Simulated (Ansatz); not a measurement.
## Bands, cutoff and cost in G0W0 for CS2NF5 (P-1)

Aim: see how the G0W0 gap of CS2NF5 (P-1) on PBE moves with empty bands and screening cutoff, and what each rung costs.

Calculated with Ansatz 0.2.0; G0W0 on PBE, plane waves, PAW; PAW set soft_1.

## 1. The structure

The cell holds 18 atoms: 2 C, 4 S, 2 N and 10 F. Its edges and angles: a = 4.851 Å, b = 7.407 Å, c = 7.946 Å, α = 97.5°, β = 90.7°, γ = 91.9°. It derives from CS2NF5.

Geometry: measured cell, ions relaxed with PBE. The runs that relaxed it are not among those shown.

## 2. 174 empty bands, screening to 42 eV

G0W0 replaces the xc potential by the self-energy, built once from these orbitals. Only a window of levels is corrected, while the sums run over the empty bands that the input names. This step takes PAW set soft_1 files.

input.yaml reads:

```yaml
crystal:
  lattice:
    - [4.851, 0.0, 0.0]
    - [-0.2429962821, 7.4030130222, 0.0]
    - [-0.0929160701, -1.0366422871, 7.8775412009]
  atoms:
    - { symbol: C, position: [0.3704668563, 0.511281436, 0.7789674265] }
    - { symbol: C, position: [0.6295331437, 0.488718564, 0.2210325735] }
    - { symbol: S, position: [0.5069110792, 0.6743134807, 0.7030080864] }
    - { symbol: S, position: [0.4930889208, 0.3256865193, 0.2969919136] }
    - { symbol: S, position: [0.1123244275, 0.1912861656, 0.7728123248] }
    - { symbol: S, position: [0.8876755725, 0.8087138344, 0.2271876752] }
    - { symbol: "N", position: [0.2695326305, 0.3914099602, 0.8545470961] }
    - { symbol: "N", position: [0.7304673695, 0.6085900398, 0.1454529039] }
    - { symbol: F, position: [0.9498932602, 0.2824875867, 0.6277270521] }
    - { symbol: F, position: [0.0501067398, 0.7175124133, 0.3722729479] }
    - { symbol: F, position: [0.2661306003, 0.0907955868, 0.9117928285] }
    - { symbol: F, position: [0.7338693997, 0.9092044132, 0.0882071715] }
    - { symbol: F, position: [0.9605213198, -0.0004253749, 0.7012299471] }
    - { symbol: F, position: [0.0394786802, 1.0004253749, 0.2987700529] }
    - { symbol: F, position: [0.860244641, 0.2319621255, 0.89906027] }
    - { symbol: F, position: [0.139755359, 0.7680378745, 0.10093973] }
    - { symbol: F, position: [0.3582205304, 0.1401040865, 0.6410071536] }
    - { symbol: F, position: [0.6417794696, 0.8598959135, 0.3589928464] }
kpoints:
  mp_grid: { grid: [4, 2, 2] }
hamiltonian:
  xc: pbe
  pseudopotentials: { kind: paw, azcp: { folder: soft_1 } }
scf:
  occupations: { method: fixed }
gw:
  n_empty_bands: 174
  ecut_chi: 42
  qp_bands: [v4, c4]
  qp_kpoints: band_edges
  screening: { model: contour_deformation }
```

Started as:

```bash
$ ansatz run input.yaml --threads 2 --pin off --max-ram 92160MiB --backend cuda --events-out ev --progress --plain --runs-dir out --devices 1 --max-vram 13GiB
```

Numbers of over 12 decimals in the logs are rounded to 6 here.

Output:

```text
GPUs: using 1 of 1 available (devices: 1).
Engine: ansatz 0.2.0, x86_64-unknown-linux-gnu
Pseudopotentials: kind: paw
Pseudopotential: C, paw, valence charge 4, recommended cutoff 420 eV (normal), soft_1/C.paw.azcp
Pseudopotential: S, paw, valence charge 6, recommended cutoff 420 eV (normal), soft_1/S.paw.azcp
Pseudopotential: N, paw, valence charge 5, recommended cutoff 420 eV (normal), soft_1/N.paw.azcp
Pseudopotential: F, paw, valence charge 7, recommended cutoff 420 eV (normal), soft_1/F.paw.azcp
Functional definition: PBE
  parameter kappa = 0.804
  parameter beta = 0.066725
  exchange = pbe_x(kappa = kappa, mu = beta*pi^2/3)
  correlation = pbe_c(beta = beta)
device memory: the entry about to start is reckoned to put 3.2 GiB on a device that reports 37.1 GiB free (of which the cap on the GPU budget leaves the run 13.0 GiB)
GPU FFT provider: cuFFT
GPU libraries: cuBLAS 13.8.2, cuFFT 12.4.0, cuSOLVER 12.3.4
Crystal: 18 atoms, lattice volume = 282.898 Å³
Basis set: ecut = 420 eV, 5521 PW (Γ)
Bands: 74, of which v1, the nominal top of the filled ones, is band 56 counted from 1 (55 counted from 0)
Symmetry: 2 space group operations
Space group: P-1 (ITA 2), of the structure as read, at distance tolerance 6.6e-5 Å
k-points: 12 of 16
Non-local potential: C, projectors of the file, l = 0: 2, l = 1: 2, l = 2: 1
Non-local potential: S, projectors of the file, l = 0: 2, l = 1: 2, l = 2: 1
Non-local potential: N, projectors of the file, l = 0: 2, l = 1: 2, l = 2: 1
Non-local potential: F, projectors of the file, l = 0: 2, l = 1: 2, l = 2: 1
PAW form: soft (Blöchl's): semilocal exchange-correlation on the pseudo side does not see the compensation charge
PAW one-centre angular grid: C, 110 points (default); XC on 64 Gauss nodes
PAW one-centre angular grid: S, 110 points (default); XC on 64 Gauss nodes
PAW one-centre angular grid: N, 110 points (default); XC on 64 Gauss nodes
PAW one-centre angular grid: F, 110 points (default); XC on 64 Gauss nodes
Initial density: superposition of atomic densities (chi_scale 0.1, normalization cell, long waves 74 % of neutral atoms (reshape's long-wave potential 1.74 eV rms, cloud 1.62 Å wide))
Initial wavefunctions: pseudopotential atomic-orbital guess
GPU buffer pool allocated for 97200 grid points (all kernels)
GPU transforms: local potential and band sums: pruned to the plane-wave sphere, on 36×50×54
Functional: x = pbe(κ = 0.804, μ = 0.219515), c = pbe(β = 0.066725)
SCF iter   1: F=—  HF=-12965.680675 eV  |F-HF|=—  |Δ(HF+E_count)|=         —  Δρ=1.11e-1  dr2=4.86e1  ethr=3.10e-3  ⟨swp⟩=5.0  Hψ=3805  notcnv=0  defer=192
preconditioner: auto → Resta (q_TF=auto, 2.338 Å⁻¹)  ε∞=3.2  [insulator: Δε(μ)=1.913 eV  Ē_g=15.654 eV  n_scr=62 (ndim 8)  ℏωp=23.4 eV  f_vac=0.182  ε∞_Penn≈3.2]
SCF iter   2: F=—  HF=-12953.023936 eV  |F-HF|=—  |Δ(HF+E_count)|=    1.27e1  Δρ=4.97e-2  dr2=8.54e0  ethr=3.10e-3  ⟨swp⟩=4.9  Hψ=2304  notcnv=0  defer=192
SCF iter   3: F=—  HF=-12951.100445 eV  |F-HF|=—  |Δ(HF+E_count)|=    1.92e0  Δρ=2.41e-2  dr2=1.57e0  ethr=3.10e-3  ⟨swp⟩=3.2  Hψ=1599  notcnv=0  defer=192
SCF iter   4: F=—  HF=-12950.696852 eV  |F-HF|=—  |Δ(HF+E_count)|=   4.04e-1  Δρ=9.43e-3  dr2=1.75e-1  ethr=1.40e-3  ⟨swp⟩=2.7  Hψ=1426  notcnv=0  defer=192
SCF iter   5: F=—  HF=-12950.667090 eV  |F-HF|=—  |Δ(HF+E_count)|=   2.98e-2  Δρ=3.55e-3  dr2=4.99e-2  ethr=1.56e-4  ⟨swp⟩=2.0  Hψ=1608  notcnv=0  defer=192
SCF iter   6: F=—  HF=-12950.657662 eV  |F-HF|=—  |Δ(HF+E_count)|=   9.43e-3  Δρ=1.02e-3  dr2=3.63e-3  ethr=4.46e-5  ⟨swp⟩=2.3  Hψ=1324  notcnv=0  defer=192
SCF iter   7: F=—  HF=-12950.658386 eV  |F-HF|=—  |Δ(HF+E_count)|=   7.24e-4  Δρ=4.75e-4  dr2=4.36e-4  ethr=3.24e-6  ⟨swp⟩=2.0  Hψ=1218  notcnv=0  defer=192
SCF iter   8: F=—  HF=-12950.658417 eV  |F-HF|=—  |Δ(HF+E_count)|=   3.17e-5  Δρ=2.03e-4  dr2=7.90e-5  ethr=3.90e-7  ⟨swp⟩=2.0  Hψ=1345  notcnv=0  defer=192
SCF iter   9: F=—  HF=-12950.658423 eV  |F-HF|=—  |Δ(HF+E_count)|=   6.03e-6  Δρ=5.27e-5  dr2=6.98e-6  ethr=7.06e-8  ⟨swp⟩=2.0  Hψ=1316  notcnv=0  defer=192
SCF iter  10: F=—  HF=-12950.658427 eV  |F-HF|=—  |Δ(HF+E_count)|=   4.06e-6  Δρ=3.25e-5  dr2=1.90e-6  ethr=6.24e-9  ⟨swp⟩=2.2  Hψ=1471  notcnv=0  defer=192
SCF iter  11: F=—  HF=-12950.658427 eV  |F-HF|=—  |Δ(HF+E_count)|=   2.94e-8  Δρ=1.46e-5  dr2=4.77e-7  ethr=1.69e-9  ⟨swp⟩=2.0  Hψ=1344  notcnv=0  defer=192
SCF iter  12: F=-12950.658428 eV  HF=-12950.658428 eV  |F-HF|=3.43e-9  |Δ(HF+E_count)|=   7.95e-8  Δρ=4.14e-6  dr2=6.03e-8  ethr=8.93e-11  ⟨swp⟩=14.2  Hψ=5505  notcnv=0
SCF 1 converged in 12 iterations: F = -12950.658428 eV  dr2 = 6.03e-8
  greatest PAW one-centre occupation: 0.936 electrons in one spin orbital (limit 2), on the F atom at site 11 (counted from 0), in its partial waves of l = 0
device memory: the entry about to start is reckoned to put 3.8 GiB (of the 3.9 GiB reckoned in all, the device holds 0.1 GiB already) on a device that reports 37.1 GiB free (of which the cap on the GPU budget leaves the run 12.9 GiB)
NSCF: frozen V_eff on 12 k-points
[...]
--- G₀W₀: contour deformation, 5 samples at zero and on the imaginary axis and 1 off it, 16 q-points, 174 empty bands' worth ---
  eigenvalues of the whole cell's RPA ε∞ on this k-mesh (on a slab, of 1 + 4πα/V) = 1.8945, 1.9526, 2.8250; static W/v taken at q = 0 is 0.451380
  gw.qp_kpoints: band_edges: 12 of 12 stored k-points solved, in 1 pass; an edge of the gap read off the rows below is read off those points alone
  `?` marks the rows in doubt; gw_qp.tsv's column doubts and the gw_qp event give each row's grounds
    ik  band        ε_KS         Σx   Σc(E_QP)       V_xc       Z   E_QP_lin       E_QP  E_QP is
     0    53      0.0714   -19.4054     2.2901   -15.9394  0.8021    -1.1236    -1.1044  root
     0    54      0.1682   -19.6670     2.2528   -16.2500  0.8035    -1.0142    -0.9960  root
     0    55      0.7284   -19.2634     2.2091   -15.8877  0.8071    -0.4556    -0.4382  root
     0    56      0.7820   -19.4028     2.2130   -16.0238  0.8074    -0.4012    -0.3841  root
     0    57      3.7451   -14.4452    -2.8311   -19.8160  0.8282     6.3752     6.2849  root
     0    58      4.0665   -13.9293    -2.7886   -19.2630  0.8221     6.7266     6.6116  root ?
     0    59      5.4058   -10.3773    -3.2089   -15.9019  0.8245     7.8350     7.7216  root ?
     0    60      5.4994   -12.9486    -3.4196   -18.9654  0.8128     8.2656     8.0967  root ?
     1    53     -0.0641   -19.8157     2.4274   -16.1896  0.8016    -1.2834    -1.2627  root
     1    54      0.4023   -19.3636     2.0531   -16.2380  0.8037    -0.6839    -0.6701  root
     1    55      0.6792   -19.2823     2.2535   -15.8241  0.8072    -0.5447    -0.5255  root
     1    56      0.7421   -19.3513     2.2351   -15.9382  0.8074    -0.4537    -0.4359  root
     1    57      3.7997   -14.0831    -2.8212   -19.4538  0.8269     6.4421     6.3492  root
     1    58      4.0251   -14.0423    -2.7803   -19.3635  0.8229     6.6755     6.5660  root ?
     1    59      5.2730   -11.9279    -3.3195   -17.6941  0.8240     7.8554     7.7197  root ?
     1    60      5.6111   -10.8140    -3.0133   -16.3006  0.8194     8.2019     8.0844  root ?
     2    53      0.0879   -19.4022     2.2942   -15.9282  0.8024    -1.1111    -1.0919  root
     2    54      0.1449   -19.5985     2.2547   -16.1696  0.8034    -1.0480    -1.0291  root
     2    55      0.7833   -19.4249     2.2167   -16.0532  0.8076    -0.3884    -0.3717  root
     2    56      0.8027   -19.4338     2.2149   -16.0563  0.8076    -0.3768    -0.3599  root
     2    57      3.8104   -14.4104    -2.7842   -19.7589  0.8259     6.4702     6.3745  root
     2    58      3.8481   -14.0680    -2.7607   -19.3532  0.8255     6.4657     6.3725  root
     2    59      5.6042   -12.4427    -3.3897   -18.3769  0.8102     8.3034     8.1487  root ?
     2    60      5.6434    -9.8620    -2.7963   -15.1124  0.8243     8.1883     8.0974  root
     3    53     -0.0848   -19.7321     2.4373   -16.0868  0.8016    -1.3140    -1.2927  root
     3    54      0.4043   -19.3190     2.0544   -16.1852  0.8039    -0.6891    -0.6750  root
     3    55      0.7140   -19.3432     2.2452   -15.9062  0.8076    -0.4961    -0.4777  root
     3    56      0.7942   -19.5127     2.2447   -16.1003  0.8078    -0.3905    -0.3734  root
     3    57      3.7238   -14.0830    -2.7740   -19.3988  0.8271     6.3541     6.2656  root
     3    58      3.9359   -14.0723    -2.7504   -19.3549  0.8240     6.5673     6.4680  root
     3    59      5.5717   -12.3717    -3.4002   -18.3171  0.8153     8.2718     8.1170  root ?
     3    60      5.6655   -10.0386    -2.7909   -15.2873  0.8239     8.2163     8.1234  root
[...]
4    58      4.0242   -14.1904    -2.8124   -19.5722  0.8229     6.7081     6.5935  root ?
     4    59      5.4865   -10.9985    -3.1798   -16.5881  0.8212     8.0213     7.8963  root ?
     4    60      5.6461   -11.3282    -3.1314   -17.0180  0.8168     8.3310     8.2045  root ?
[...]
5    58      3.9778   -14.0456    -2.7702   -19.3603  0.8233     6.6268     6.5222  root ?
     5    59      5.4314   -12.0025    -3.2959   -17.7983  0.8200     8.0760     7.9314  root ?
     5    60      5.6657   -10.4381    -2.9553   -15.8870  0.8214     8.2651     8.1593  root ?
[...]
6    58      3.9452   -14.4798    -2.8402   -19.9039  0.8244     6.6389     6.5290  root ?
     6    59      5.5898   -12.2391    -3.3323   -18.1233  0.8125     8.2923     8.1418  root ?
[...]
7    59      5.5698   -12.3494    -3.3373   -18.2560  0.8151     8.2901     8.1391  root ?
[...]
8    58      3.9747   -14.5164    -2.8526   -19.9712  0.8239     6.6925     6.5769  root ?
     8    59      5.5856   -10.7569    -3.0576   -16.2901  0.8206     8.1775     8.0612  root ?
     8    60      5.7699   -10.6658    -2.9838   -16.1891  0.8194     8.4292     8.3095  root ?
[...]
9    59      5.5296   -11.3703    -3.1103   -16.9765  0.8195     8.1535     8.0254  root ?
     9    60      5.7818   -10.2032    -2.9377   -15.6554  0.8210     8.4105     8.2963  root ?
[...]
10    56      0.7019   -19.3830     2.2599   -15.9431  0.8075    -0.4960    -0.4780  root
    10    57      3.8299   -13.5709    -2.6952   -18.7564  0.8248     6.4052     6.3202  root
    10    58      4.0239   -14.6029    -2.8828   -20.0906  0.8234     6.7519     6.6287  root ?
    10    59      5.5711   -10.8282    -3.0457   -16.3774  0.8208     8.1902     8.0746  root ?
    10    60      5.6794   -12.2363    -3.3373   -18.1903  0.8129     8.4357     8.2961  root ?
    11    53     -0.2168   -19.6759     2.4557   -15.9897  0.8005    -1.4708    -1.4474  root
    11    54      0.5184   -19.4515     2.0477   -16.3476  0.8044    -0.5507    -0.5378  root
    11    55      0.6683   -19.3701     2.2722   -15.9056  0.8072    -0.5427    -0.5240  root
    11    56      0.7000   -19.4333     2.2698   -15.9878  0.8077    -0.4934    -0.4756  root
    11    57      3.8940   -14.1756    -2.7856   -19.5241  0.8251     6.5554     6.4569  root
    11    58      3.9314   -13.8481    -2.7798   -19.1634  0.8237     6.5662     6.4670  root
    11    59      5.5775   -12.9633    -3.4343   -19.0269  0.8129     8.3642     8.2068  root ?
    11    60      5.6325   -10.7823    -3.0392   -16.3192  0.8187     8.2467     8.1301  root ?
[key lines of the parts left out:]
SCF converged after 12 iterations
Free energy (F): -12950.658428 eV
Fermi energy:    0.802657 eV
```

Wall time 18 s (1 × NVIDIA H100 80GB HBM3 (shared by 6 runs) with 2 threads of AMD EPYC 7R13 (Zen 3), shared host); peak memory 1.4 GiB.

This step gave:

```yaml
bands_summed: 230
rpa_eps_infinity_on_this_mesh_eigenvalues: 1.894, 1.953, 2.825
plane_waves_in_the_screening_matrix: 175
q_points_in_the_mesh: 16
g0w0_gap_on_the_mesh: 6.625 eV
k_of_the_valence_top: 0, -0.5, 0
k_of_the_conduction_bottom: 0, -0.5, -0.5
starting_gap_on_the_mesh: 2.921 eV
z_at_the_valence_top: 0.8076
z_at_the_conduction_bottom: 0.8271
least_direct_g0w0_gap_on_the_computed_points: 6.639 eV
```

The gap on the mesh goes from 2.92 eV to 6.63 eV, a correction of +3.70 eV. Between the two edge states, bare exchange in place of the xc potential would open the gap by 8.69 eV, and correlation takes back 4.99 eV.

## 3. 494 empty bands, screening to 84 eV

Bands and screening cutoff are moved together, since each hides the error of the other.

Changes to input.yaml since step 2:

```diff
@@ -32,4 +32,4 @@
 gw:
-  n_empty_bands: 174
-  ecut_chi: 42
+  n_empty_bands: 494
+  ecut_chi: 84
   qp_bands: [v4, c4]
```

Output:

```text
GPUs: using 1 of 1 available (devices: 1).
[...]
GPU FFT provider: cuFFT
GPU libraries: cuBLAS 13.8.2, cuFFT 12.4.0, cuSOLVER 12.3.4
Crystal: 18 atoms, lattice volume = 282.898 Å³
Basis set: ecut = 420 eV, 5521 PW (Γ)
Bands: 74, of which v1, the nominal top of the filled ones, is band 56 counted from 1 (55 counted from 0)
Symmetry: 2 space group operations
[...]
k-points: 12 of 16
[...]
GPU buffer pool allocated for 97200 grid points (all kernels)
[...]
SCF iter   1: F=—  HF=-12965.680675 eV  |F-HF|=—  |Δ(HF+E_count)|=         —  Δρ=1.11e-1  dr2=4.86e1  ethr=3.10e-3  ⟨swp⟩=5.0  Hψ=3805  notcnv=0  defer=192
[...]
SCF iter  12: F=-12950.658428 eV  HF=-12950.658428 eV  |F-HF|=3.43e-9  |Δ(HF+E_count)|=   7.95e-8  Δρ=4.14e-6  dr2=6.03e-8  ethr=8.93e-11  ⟨swp⟩=14.2  Hψ=5505  notcnv=0
SCF 1 converged in 12 iterations: F = -12950.658428 eV  dr2 = 6.03e-8
[...]
NSCF: frozen V_eff on 12 k-points
[...]
G₀W₀ screening: q 1/12
[... further progress lines ...]
SCF converged after 12 iterations
Free energy (F): -12950.658428 eV
[...]
Internal energy: -12950.658428 eV  (E = F + TS)
E sigma→0 (E₀):  -12950.658428 eV
Fermi energy:    0.802657 eV
[...]
--- Band table (eV; the first three rows and the last of 12) ---
  k-point 0: bands = [... 52 lower, 0.0714, 0.1682, 0.7284, 0.7820, 3.7451, 4.0665, 5.4058, 5.4994, ... 14 higher]
  k-point 1: bands = [... 52 lower, -0.0641, 0.4023, 0.6792, 0.7421, 3.7997, 4.0251, 5.2730, 5.6111, ... 14 higher]
  k-point 2: bands = [... 52 lower, 0.0879, 0.1449, 0.7833, 0.8027, 3.8104, 3.8481, 5.6042, 5.6434, ... 14 higher]
  k-point 11: bands = [... 52 lower, -0.2168, 0.5184, 0.6683, 0.7000, 3.8940, 3.9314, 5.5775, 5.6325, ... 14 higher]
[...]
0    53      0.0714   -19.4054     2.0432   -15.9394  0.7920    -1.3815    -1.3515  root
     0    54      0.1682   -19.6670     2.0141   -16.2500  0.7930    -1.2629    -1.2347  root
     0    55      0.7284   -19.2634     1.9177   -15.8877  0.7975    -0.7582    -0.7296  root
     0    56      0.7820   -19.4028     1.9268   -16.0238  0.7977    -0.6980    -0.6702  root
     0    57      3.7451   -14.4452    -3.0754   -19.8160  0.8166     6.1076     6.0405  root
     0    58      4.0665   -13.9293    -3.0557   -19.2630  0.8101     6.4216     6.3444  root
     0    59      5.4058   -10.3773    -3.5139   -15.9019  0.8165     7.4831     7.4166  root
     0    60      5.4994   -12.9486    -3.6926   -18.9654  0.8038     7.9467     7.8237  root ?
     1    53     -0.0641   -19.8157     2.2021   -16.1896  0.7914    -1.5193    -1.4882  root
[...]
2    59      5.6042   -12.4427    -3.6880   -18.3769  0.8014     7.9666     7.8505  root ?
[...]
3    59      5.5717   -12.3717    -3.6890   -18.3171  0.8065     7.9371     7.8282  root ?
[...]
6    59      5.5898   -12.2391    -3.6361   -18.1233  0.8034     7.9477     7.8379  root ?
[...]
7    59      5.5698   -12.3494    -3.6338   -18.2560  0.8061     7.9504     7.8426  root ?
[...]
10    60      5.6794   -12.2363    -3.6630   -18.1903  0.8035     8.0816     7.9705  root ?
[...]
11    56      0.7000   -19.4333     1.9899   -15.9878  0.7982    -0.7841    -0.7556  root
    11    57      3.8940   -14.1756    -3.0498   -19.5241  0.8133     6.2627     6.1927  root
    11    58      3.9314   -13.8481    -3.0494   -19.1634  0.8119     6.2671     6.1973  root
    11    59      5.5775   -12.9633    -3.7202   -19.0269  0.8040     8.0446     7.9209  root ?
    11    60      5.6325   -10.7823    -3.3960   -16.3192  0.8091     7.8490     7.7733  root
```

Elapsed: 44 s, on 1 × NVIDIA H100 80GB HBM3 (shared by 6 runs) with 2 threads; peak memory 2.2 GiB.

This step gave:

- bands summed: 550
- RPA ε∞ on this mesh (eigenvalues): 1.898, 1.959, 2.823
- plane waves in the screening matrix: 503
- q-points in the mesh: 16
- G0W0 gap on the mesh: 6.650 eV
- k of the valence top: 0, -0.5, 0
- k of the conduction bottom: 0, -0.5, -0.5
- starting gap on the mesh: 2.921 eV
- Z at the valence top: 0.7979
- Z at the conduction bottom: 0.8155
- least direct G0W0 gap on the computed points: 6.662 eV

Against the run with 4×2×2 mesh, 174 empty bands, screening to 42 eV, PAW set soft_1 files, the gap moves by +0.02 eV.

## 4. 1064 empty bands, screening to 140 eV

Changes to input.yaml since step 3:

```diff
@@ -32,4 +32,4 @@
 gw:
-  n_empty_bands: 494
-  ecut_chi: 84
+  n_empty_bands: 1064
+  ecut_chi: 140.0
   qp_bands: [v4, c4]
```

Output:

```text
GPUs: using 1 of 1 available (devices: 1).
[...]
GPU FFT provider: cuFFT
GPU libraries: cuBLAS 13.8.2, cuFFT 12.4.0, cuSOLVER 12.3.4
Crystal: 18 atoms, lattice volume = 282.898 Å³
Basis set: ecut = 420 eV, 5521 PW (Γ)
Bands: 74, of which v1, the nominal top of the filled ones, is band 56 counted from 1 (55 counted from 0)
Symmetry: 2 space group operations
[...]
k-points: 12 of 16
[...]
0    60      5.4994   -12.9486    -3.9120   -18.9654  0.7994     7.6927     7.6043  root
[...]
11    57      3.8940   -14.1756    -3.2884   -19.5241  0.8079     6.0037     5.9541  root
    11    58      3.9314   -13.8481    -3.2904   -19.1634  0.8065     6.0055     5.9564  root
    11    59      5.5775   -12.9633    -3.9422   -19.0269  0.7996     7.7880     7.6988  root
    11    60      5.6325   -10.7823    -3.6446   -16.3192  0.8049     7.5772     7.5247  root
[key lines of the parts left out:]
SCF converged after 12 iterations
Free energy (F): -12950.658428 eV
Fermi energy:    0.802657 eV
```

Wall time 1.8 min (1 × NVIDIA H100 80GB HBM3 (shared by 6 runs) with 2 threads); peak memory 4.2 GiB.

This step gave:

* bands summed: 1120
* RPA ε∞ on this mesh (eigenvalues): 1.895, 1.955, 2.810
* plane waves in the screening matrix: 1057
* G0W0 gap on the mesh: 6.654 eV
* k of the valence top: 0, -0.5, 0
* k of the conduction bottom: 0, -0.5, -0.5
* starting gap on the mesh: 2.921 eV
* least direct G0W0 gap on the computed points: 6.666 eV

Against the run with 4×2×2 mesh, 494 empty bands, screening to 84 eV, PAW set soft_1 files, the gap moves by +0.005 eV.

[end of part 1 of 2]

[Paths, hosts, dates, memory and timing lines, banners, echoed tables and standing remarks are left out of the program output.]

[Logs are printed without paths, hosts, clocks, repeated set-up lines and the standing remarks that a program may print on its own settings, such as how far it seeks lower states.]

[Runs of the session that timed out or met a known fault of the program may be left out.]

[Cells called generated may have been cut or substituted from an entry of the Crystallography Open Database or the Materials Project.]

[Hosts, paths, dates, database ids (printed as entryN), source tags and the programs' standing remarks are cut or masked in the printed files.]
